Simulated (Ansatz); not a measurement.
# Phonons of TaN (P6/mmm) against volume, part 2 of 3

Aim: how do the optical modes of TaN (P6/mmm) move with volume?

Ansatz 0.2.0; DFT PBEsol, scalar-relativistic, plane waves, PAW; PAW set soft_1.

So far. Step 3 (Tight relaxation): The forces vanish by symmetry and the pressure is -0.005 GPa, within the tolerances set. The cell now holds 11.35 Å³/atom.

**4. Zone-centre response at rest**

The force constants come from the linear response of the density to a displacement.

The modes at rest are the reference of the series.

File input.yaml:

```yaml
crystal:
  lattice:
    - [5.2045441177, 0.0, 0.0]
    - [-2.6022720588, 4.507267421, 0.0]
    - [0.0, 0.0, 2.9027224367]
  atoms:
    - { symbol: "N", position: [0.5, 0.0, 0.0] }
    - { symbol: "N", position: [0.5, 0.5, 0.0] }
    - { symbol: "N", position: [0.0, 0.5, 0.0] }
    - { symbol: Ta, position: [0.0, 0.0, 0.0] }
    - { symbol: Ta, position: [0.3333333333, 0.6666666667, 0.5] }
    - { symbol: Ta, position: [0.6666666667, 0.3333333333, 0.5] }
kpoints:
  mp_grid: { grid: [9, 9, 12] }
hamiltonian:
  xc: pbesol
  pseudopotentials: { kind: paw, azcp: { folder: soft_1 }, xc_functional: pbe }
scf:
  occupations: { method: methfessel_paxton, width: 0.2 }
output:
  eigenvalues: true
phonons:
  method: dfpt
```

Launch:

```bash
$ ansatz run input.yaml --threads 8 --pin off --max-ram 16384MiB --backend cpu --events-out ev --progress --plain --runs-dir out
```

Numbers of over 12 decimals in the logs are rounded to 6 here.

The program printed:

```text
zone centre: on kpoints.mp_grid the ground state, and the responses unless they are solved on pairs of k-points, stand on 175 of the mesh's 972 k-points, reduced under 4 symmetry operations, with k and −k counted as one. Each operation leaves every solved displacement unchanged or reverses it
[...]
Crystal: 6 atoms, lattice volume = 68.093 Å³
Basis set: ecut = 420 eV, 1287 PW (Γ), exchange–correlation on 72×72×40 points (8 copies of the dense FFT grid, shifted against one another)
Bands: 33, of which v1, the nominal top of the filled ones, is band 27 counted from 1 (26 counted from 0)
Symmetry: 24 space group operations
k-points: 175 of 972 (irreducible under 4 space group operations, time reversal used)
[...]
SCF iter   1: F=—  HF=-30564.061762 eV  |F-HF|=—  |Δ(HF+E_count)|=         —  Δρ=7.21e-2  dr2=4.25e0  ethr=3.10e-3  ⟨swp⟩=4.6  Hψ=22571  notcnv=0
[...]
SCF iter  10: F=-30563.033025 eV  HF=-30563.033025 eV  |F-HF|=3.64e-12  |Δ(HF+E_count)|=  9.46e-11  S|Δr|=    0.00e0  Δρ=1.29e-7  dr2=7.88e-12  ethr=1.00e-12  ⟨swp⟩=9.0  Hψ=33259  notcnv=0
SCF 1 converged in 10 iterations: F = -30563.033025 eV  dr2 = 7.88e-12
[...]
DFPT response loops at Γ: preconditioner auto → Kerker (q_TF=auto, 2.625 Å⁻¹) (partly filled bands, converged f_vac=0.000); β = 1.00, the filter's whole step (`scf.mixing.beta` (0.50) is not read by the response loops under this deck's `scf.mixing.preconditioner`; to damp them name `kerker` or `kerker_dos`, under which they read `scf.mixing.beta`, and type it under 1.00, their step now; both keys bind the ground state too); Broyden in place of MSR1
SCF converged after 10 iterations
[...]
Free energy (F): -30563.033025 eV
[...]
Internal energy: -30563.037071 eV  (E = F + TS)
E sigma→0 (E₀):  -30563.034037 eV
Entropy (-TS):   0.004046 eV (0.674 meV/atom)
Fermi energy:    19.322119 eV
[...]
--- Band table (eV; the first three rows and the last of 175) ---
  k-point 0: bands = [... 23 lower, 16.2324, 16.7538, 17.1636, 18.0050, 18.0050, 20.1248, 20.1248, 20.4206, ... 2 higher]
  k-point 1: bands = [... 23 lower, 16.0607, 16.7900, 17.4772, 18.1650, 18.1650, 20.2322, 20.2322, 20.5001, ... 2 higher]
  k-point 2: bands = [... 23 lower, 16.3284, 16.8909, 18.3120, 18.5704, 18.5704, 19.5874, 19.5874, 20.7255, ... 2 higher]
  k-point 174: bands = [... 23 lower, 15.8288, 16.1143, 16.8474, 18.1817, 21.1223, 21.4171, 21.6305, 21.8491, ... 2 higher]
--- Phonons (Γ-DFPT): 7 representative perturbations + reference, on 175 of 972 k-points (Σ response iterations 22) ---
  k mesh reduced under 4 symmetry operations, with k and −k counted as one. Each operation leaves every solved displacement unchanged or reverses it
  ASR residual: 7.711e-5 → 0.000e0 eV/Å²; symmetrization residual: 2.306e-6 eV/Å²
  ASR residual per site (eV/Å²): 7.71e-5 6.91e-5 6.91e-5 3.55e-5 3.21e-5 3.21e-5
  Γ frequencies (cm⁻¹): -542.81 -229.59 -229.59 0.00 0.00 0.00 114.94 178.90 183.62 183.62 233.27 233.27 595.96 609.52 609.52 733.24 733.24 921.52
  non-analytic LO–TO correction: not included (Born effective charges unavailable; polar crystals: no LO–TO splitting at Γ)
```

Run time: 82 s. Hardware: 8 threads of Arm Neoverse N1, shared host; peak memory 1.5 GiB.

Reading the cycles: dr2 is the Hartree energy of the density residual (eV), the measure of convergence; HF is the Harris–Foulkes estimate of the energy, which meets the free energy F at convergence.

Numbers from this step:

- sum-rule residual before enforcement: 7.71e-5 eV/Å²
- point group: 6/mmm
- highest optical mode at the zone centre (no LO-TO term): 921.5 cm⁻¹
- lowest optical zone-centre mode: -542.8 cm⁻¹

Patterns of degenerate modes are one choice out of their space. The modes at Γ (shares of kinetic energy by element, %) (negative means imaginary):

| mode | frequency (cm⁻¹) | symmetry | N % | Ta % |
| --- | --- | --- | --- | --- |
| 1 | -542.8 | B1u | 100 | 0 |
| 2 | -229.6 | E1u | 67 | 33 |
| 3 | -229.6 | E1u | 67 | 33 |
| 4 | 0.0 | acoustic | 7 | 93 |
| 5 | 0.0 | acoustic | 7 | 93 |
| 6 | 0.0 | acoustic | 7 | 93 |
| 7 | 114.9 | A2u | 1 | 99 |
| 8 | 178.9 | B1g | 0 | 100 |
| 9 | 183.6 | E1u | 29 | 71 |
| 10 | 183.6 | E1u | 29 | 71 |
| 11 | 233.3 | E2g | 0 | 100 |
| 12 | 233.3 | E2g | 0 | 100 |
| 13 | 596.0 | A2u | 92 | 8 |
| 14 | 609.5 | E2u | 100 | 0 |
| 15 | 609.5 | E2u | 100 | 0 |
| 16 | 733.2 | E1u | 96 | 4 |
| 17 | 733.2 | E1u | 96 | 4 |
| 18 | 921.5 | B2u | 100 | 0 |

Displacements in mode 1 (-542.8 cm⁻¹), the largest set to 1:
```
N1   1.00  0.00  0.00
N2  -0.50 -0.87  0.00
N3  -0.50  0.87  0.00
Ta4  0.00  0.00  0.00
Ta5  0.00  0.00  0.00
Ta6  0.00  0.00  0.00
```

Displacements in mode 13 (596.0 cm⁻¹), the largest set to 1:
```
N1   0.00  0.00  1.00
N2   0.00  0.00  1.00
N3   0.00  0.00  1.00
Ta4  0.00  0.00 -0.03
Ta5  0.00  0.00 -0.10
Ta6  0.00  0.00 -0.10
```

Before it was imposed, the acoustic sum rule was missed by 7.7e-5 eV/Å². Small misses are needed for a sound result but don't prove that mesh and cutoff are converged. The lowest optical mode is imaginary, 542.8i cm⁻¹, so the energy falls along it.

**5. A member of the series: 1.06 times the volume at rest**

The cell is set to 1.06 times the volume at rest, and shape and atoms relax at that volume.

input.yaml, the sections that differ from step 4:

```yaml
crystal:
  lattice:
    - [5.325466541, 0.0, 0.0]
    - [-2.6627332705, 4.6119893115, 0.0]
    - [0.0, 0.0, 2.9387418846]
  atoms:
    - { symbol: "N", position: [0.5, 0.0, 0.0] }
    - { symbol: "N", position: [0.5, 0.5, 0.0] }
    - { symbol: "N", position: [0.0, 0.5, 0.0] }
    - { symbol: Ta, position: [0.0, 0.0, 0.0] }
    - { symbol: Ta, position: [0.3333333333, 0.6666666667, 0.5] }
    - { symbol: Ta, position: [0.6666666667, 0.3333333333, 0.5] }
output:
  forces: true
  stress: true
  eigenvalues: true
relax:
  adjacent_minimum: "off"
  f_tol: 0.001
  max_steps: 60
  cell: { stress_tol: 0.01, fix: [volume] }
# kpoints, hamiltonian, scf: as in step 4
# phonons: removed
```

The program printed:

```text
[...]
Crystal: 6 atoms, lattice volume = 72.178 Å³
Basis set: ecut = 420 eV, 1407 PW (Γ), exchange–correlation on 72×72×40 points (8 copies of the dense FFT grid, shifted against one another)
Bands: 33, of which v1, the nominal top of the filled ones, is band 27 counted from 1 (26 counted from 0)
Symmetry: 24 space group operations
[...]
k-points: 84 of 972
[...]
cell:  # Å, volume = 72.1784 Å³
    - [5.334474, 0.0, 0.0]
    - [-2.667237, 4.619790, 0.0]
    - [0.0, 0.0, 2.928826]
  atoms:
    - { symbol: N, position: [0.5, 0, 0.0] }
    - { symbol: N, position: [0.5, 0.500000, 0.0] }
    - { symbol: N, position: [-2.7755575615628914e-17, 0.500000, 0.0] }
    - { symbol: Ta, position: [0, 0, 0.0] }
    - { symbol: Ta, position: [0.333333, 0.666667, 0.5] }
    - { symbol: Ta, position: [0.666667, 0.333333, 0.5] }
[key lines of the parts left out:]
SCF converged after 4 iterations
Free energy (F): -30562.825929 eV
Fermi energy:    18.086583 eV
P = ⅓ Tr σ = -15.4415 GPa (-154.415 kbar)
```

Wall time 19 s (8 threads); peak memory 0.55 GiB; 2.3 min of CPU time.

Relaxation path:

| step | energy less that of the first step (eV) | largest force component (eV/Å) | pressure (GPa) | volume (Å³) |
| --- | --- | --- | --- | --- |
| 1 | 0.0000 | 0.0000 | -15.82 | 72.18 |
| 2 | 0.0006 | 0.0000 | -15.01 | 72.18 |
| 3 | -0.0016 | 0.0000 | -15.45 | 72.18 |
| 4 | -0.0016 | 0.0000 | -15.44 | 72.18 |
| 5* | -0.0017 | 0.0000 | -15.44 | 72.18 |
| 6 | -0.0017 | 0.0000 | -15.44 | 72.18 |
| 7* | -0.0016 | 0.0000 | -15.44 | 72.18 |

Relaxation steps marked * repeat the geometry before them on a plane-wave basis chosen anew for their cell, so energy and pressure can jump there. Relaxation step 2 was tried and not accepted.

The run keeps the 24 symmetry operations that it works with, so distortions that break them were not tested.

| conventional cell, symmetrised | before | after | change |
| --- | --- | --- | --- |
| a (Å) | 5.325 | 5.334 | +0.2 % |
| b (Å) | 5.325 | 5.334 | +0.2 % |
| c (Å) | 2.939 | 2.929 | -0.3 % |
| volume (Å³/atom) | 12.03 | 12.03 | -0.0 % |

Final coordinates:

```cif
data_structure
_symmetry_space_group_name_H-M 'P 1'
_symmetry_Int_Tables_number 1
_cell_length_a 5.3345
_cell_length_b 5.3345
_cell_length_c 2.9288
_cell_angle_alpha 90.000
_cell_angle_beta 90.000
_cell_angle_gamma 120.000
_cell_volume 72.18
loop_
_atom_site_label
_atom_site_type_symbol
_atom_site_fract_x
_atom_site_fract_y
_atom_site_fract_z
_atom_site_occupancy
N1 N 0.50000 0.00000 0.00000 1
N2 N 0.50000 0.50000 0.00000 1
N3 N 0.00000 0.50000 0.00000 1
Ta4 Ta 0.00000 0.00000 0.00000 1
Ta5 Ta 0.33333 0.66667 0.50000 1
Ta6 Ta 0.66667 0.33333 0.50000 1
```

Numbers from this step:

* pressure: -15.44 GPa
* volume per atom: 12.03 Å³

The forces vanish by symmetry, at a pressure of -15.44 GPa.

**6. Zone-centre modes of the member: 1.06 times the volume at rest**

The zone-centre modes follow for 1.06 times the volume at rest.

input.yaml, the sections that differ from step 5:

```yaml
crystal:
  lattice:
    - [5.3344737913, 0.0, 0.0]
    - [-2.6672368956, 4.6197898191, 0.0]
    - [0.0, 0.0, 2.9288261413]
  atoms:
    - { symbol: "N", position: [0.5, 0.0, 0.0] }
    - { symbol: "N", position: [0.5, 0.5, 0.0] }
    - { symbol: "N", position: [0.0, 0.5, 0.0] }
    - { symbol: Ta, position: [0.0, 0.0, 0.0] }
    - { symbol: Ta, position: [0.3333333333, 0.6666666667, 0.5] }
    - { symbol: Ta, position: [0.6666666667, 0.3333333333, 0.5] }
output:
  eigenvalues: true
phonons:
  method: dfpt
# kpoints, hamiltonian, scf: as in step 5
# relax: removed
```

The program printed:

```text
[...]
Crystal: 6 atoms, lattice volume = 72.178 Å³
Basis set: ecut = 420 eV, 1431 PW (Γ), exchange–correlation on 72×72×40 points (8 copies of the dense FFT grid, shifted against one another)
Bands: 33, of which v1, the nominal top of the filled ones, is band 27 counted from 1 (26 counted from 0)
Symmetry: 24 space group operations
k-points: 175 of 972 (irreducible under 4 space group operations, time reversal used)
[...]
SCF iter   1: F=—  HF=-30563.893022 eV  |F-HF|=—  |Δ(HF+E_count)|=         —  Δρ=6.88e-2  dr2=4.68e0  ethr=3.10e-3  ⟨swp⟩=4.5  Hψ=22563  notcnv=0
[...]
SCF iter  11: F=-30562.825929 eV  HF=-30562.825929 eV  |F-HF|=1.09e-11  |Δ(HF+E_count)|=  7.28e-12  S|Δr|=    0.00e0  Δρ=2.48e-8  dr2=2.60e-13  ethr=1.00e-12  ⟨swp⟩=9.7  Hψ=26796  notcnv=0
SCF 1 converged in 11 iterations: F = -30562.825929 eV  dr2 = 2.60e-13
[...]
SCF converged after 11 iterations
[...]
Free energy (F): -30562.825929 eV
[...]
Internal energy: -30562.831278 eV  (E = F + TS)
E sigma→0 (E₀):  -30562.827266 eV
Entropy (-TS):   0.005349 eV (0.892 meV/atom)
Fermi energy:    18.086583 eV
[...]
--- Band table (eV; the first three rows and the last of 175) ---
  k-point 0: bands = [... 23 lower, 15.0399, 15.6188, 15.9204, 16.8387, 16.8387, 18.8781, 18.9562, 18.9562, ... 2 higher]
  k-point 1: bands = [... 23 lower, 14.9567, 15.6547, 16.2347, 16.9893, 16.9893, 18.9548, 19.0591, 19.0591, ... 2 higher]
  k-point 2: bands = [... 23 lower, 15.2255, 15.7534, 17.0521, 17.3671, 17.3671, 18.4307, 18.4307, 19.1748, ... 2 higher]
  k-point 174: bands = [... 23 lower, 14.7698, 15.1211, 15.7726, 17.0168, 19.6938, 19.9502, 20.2989, 20.3491, ... 2 higher]
[...]
ASR residual: 3.348e-5 → 0.000e0 eV/Å²; symmetrization residual: 2.754e-6 eV/Å²
  ASR residual per site (eV/Å²): 8.92e-6 8.40e-6 8.40e-6 1.21e-5 3.35e-5 3.35e-5
[...]
```

The job ended after 84 s (8 threads; peak memory 1.6 GiB).

Numbers from this step:

| Property | Result |
| --- | --- |
| sum-rule residual before enforcement | 3.35e-5 eV/Å² |
| highest optical mode at the zone centre (no LO-TO term) | 849.0 cm⁻¹ |
| lowest optical zone-centre mode | -499.2 cm⁻¹ |

Patterns of degenerate modes are one choice out of their space. Modes at Γ, with each element's share of the kinetic energy (negative means imaginary):

| mode | frequency (cm⁻¹) | symmetry | N % | Ta % |
| --- | --- | --- | --- | --- |
| 1 | -499.2 | B1u | 100 | 0 |
| 2 | -221.8 | E1u | 63 | 37 |
| 3 | -221.8 | E1u | 63 | 37 |
| 4 | 0.0 | acoustic | 7 | 93 |
| 5 | 0.0 | acoustic | 7 | 93 |
| 6 | 0.0 | acoustic | 7 | 93 |
| 7 | 105.1 | A2u | 1 | 99 |
| 8 | 155.2 | B1g | 0 | 100 |
| 9 | 180.6 | E1u | 33 | 67 |
| 10 | 180.6 | E1u | 33 | 67 |
| 11 | 214.4 | E2g | 0 | 100 |
| 12 | 214.4 | E2g | 0 | 100 |
| 13 | 527.3 | A2u | 92 | 8 |
| 14 | 546.2 | E2u | 100 | 0 |
| 15 | 546.2 | E2u | 100 | 0 |
| 16 | 661.5 | E1u | 97 | 3 |
| 17 | 661.5 | E1u | 97 | 3 |
| 18 | 849.0 | B2u | 100 | 0 |

The lowest optical mode is imaginary, 499.2i cm⁻¹, so the energy falls along it, and the highest lies at 849.0 cm⁻¹.

Between step 4 and this run (volume ratio 1.06) the value for the highest optical mode at the zone centre (no LO-TO term) moves from 922 cm⁻¹ to 849 cm⁻¹ (-8 %).

**7. Relaxation of a member: 0.9 times the volume at rest**

The cell is set to 0.9 times the volume at rest, and shape and atoms relax at that volume.

input.yaml, the sections that differ from step 6:

```yaml
crystal:
  lattice:
    - [4.9850514657, 0.0, 0.0]
    - [-2.4925257329, 4.3171812085, 0.0]
    - [0.0, 0.0, 2.8475680745]
  atoms:
    - { symbol: "N", position: [0.5, 0.0, 0.0] }
    - { symbol: "N", position: [0.5, 0.5, 0.0] }
    - { symbol: "N", position: [0.0, 0.5, 0.0] }
    - { symbol: Ta, position: [0.0, 0.0, 0.0] }
    - { symbol: Ta, position: [0.3333333333, 0.6666666667, 0.5] }
    - { symbol: Ta, position: [0.6666666667, 0.3333333333, 0.5] }
output:
  forces: true
  stress: true
  eigenvalues: true
relax:
  adjacent_minimum: "off"
  f_tol: 0.001
  max_steps: 60
  cell: { stress_tol: 0.01, fix: [volume] }
# kpoints, hamiltonian, scf: as in step 6
# phonons: removed
```

The program printed:

```text
[...]
Crystal: 6 atoms, lattice volume = 61.284 Å³
Basis set: ecut = 420 eV, 1227 PW (Γ), exchange–correlation on 72×72×40 points (8 copies of the dense FFT grid, shifted against one another)
Bands: 33, of which v1, the nominal top of the filled ones, is band 27 counted from 1 (26 counted from 0)
Symmetry: 24 space group operations
[...]
k-points: 84 of 972
[...]
cell:  # Å, volume = 61.2836 Å³
    - [4.974125, 2.880409059098504e-11, 0]
    - [-2.487062, 4.307719, 0]
    - [0, 0, 2.860092]
  atoms:
    - { symbol: N, position: [0.500000, 0, 0] }
    - { symbol: N, position: [0.5, 0.5, 0] }
    - { symbol: N, position: [0, 0.500000, 0] }
    - { symbol: Ta, position: [0, 0, 0] }
    - { symbol: Ta, position: [0.333333, 0.666667, 0.5] }
    - { symbol: Ta, position: [0.666667, 0.333333, 0.5] }
[key lines of the parts left out:]
SCF converged after 4 iterations
Free energy (F): -30562.272670 eV
Fermi energy:    21.640449 eV
P = ⅓ Tr σ = 39.1483 GPa (391.483 kbar)
```

Elapsed: 17 s, on 8 threads; peak memory 0.53 GiB.

Step by step:

| step | energy less that of the first step (eV) | largest force component (eV/Å) | pressure (GPa) | volume (Å³) |
| --- | --- | --- | --- | --- |
| 1 | 0.0000 | 0.0000 | 39.84 | 61.28 |
| 2 | -0.0024 | 0.0000 | 38.86 | 61.28 |
| 3 | -0.0029 | 0.0000 | 39.15 | 61.28 |
| 4 | -0.0029 | 0.0000 | 39.15 | 61.28 |
| 5* | -0.0029 | 0.0000 | 39.15 | 61.28 |
| 6 | -0.0029 | 0.0000 | 39.15 | 61.28 |
| 7* | -0.0029 | 0.0000 | 39.15 | 61.28 |

Relaxation steps marked * repeat the geometry before them on a plane-wave basis chosen anew for their cell, so energy and pressure can jump there.

Forces are held to the 24 operations that the run works with; a distortion that breaks them can't arise in this run.

| conventional cell, symmetrised | before | after | change |
| --- | --- | --- | --- |
| a (Å) | 4.985 | 4.974 | -0.2 % |
| b (Å) | 4.985 | 4.974 | -0.2 % |
| c (Å) | 2.848 | 2.860 | +0.4 % |
| volume (Å³/atom) | 10.21 | 10.21 | -0.0 % |

Final coordinates:

```cif
data_structure
_symmetry_space_group_name_H-M 'P 1'
_symmetry_Int_Tables_number 1
_cell_length_a 4.9741
_cell_length_b 4.9741
_cell_length_c 2.8601
_cell_angle_alpha 90.000
_cell_angle_beta 90.000
_cell_angle_gamma 120.000
_cell_volume 61.28
loop_
_atom_site_label
_atom_site_type_symbol
_atom_site_fract_x
_atom_site_fract_y
_atom_site_fract_z
_atom_site_occupancy
N1 N 0.50000 0.00000 0.00000 1
N2 N 0.50000 0.50000 0.00000 1
N3 N 0.00000 0.50000 0.00000 1
Ta4 Ta 0.00000 0.00000 0.00000 1
Ta5 Ta 0.33333 0.66667 0.50000 1
Ta6 Ta 0.66667 0.33333 0.50000 1
```

Numbers from this step:

- pressure: 39.15 GPa
- volume per atom: 10.21 Å³

The forces vanish by symmetry, at a pressure of 39.15 GPa.

(Continued in part 3 of 3.)

[Logs are printed without paths, hosts, clocks, repeated set-up lines and the standing remarks that a program may print on its own settings, such as how far it seeks lower states.]

[Hosts, paths, dates, database ids (printed as entryN), source tags and the programs' standing remarks are cut or masked in the printed files.]
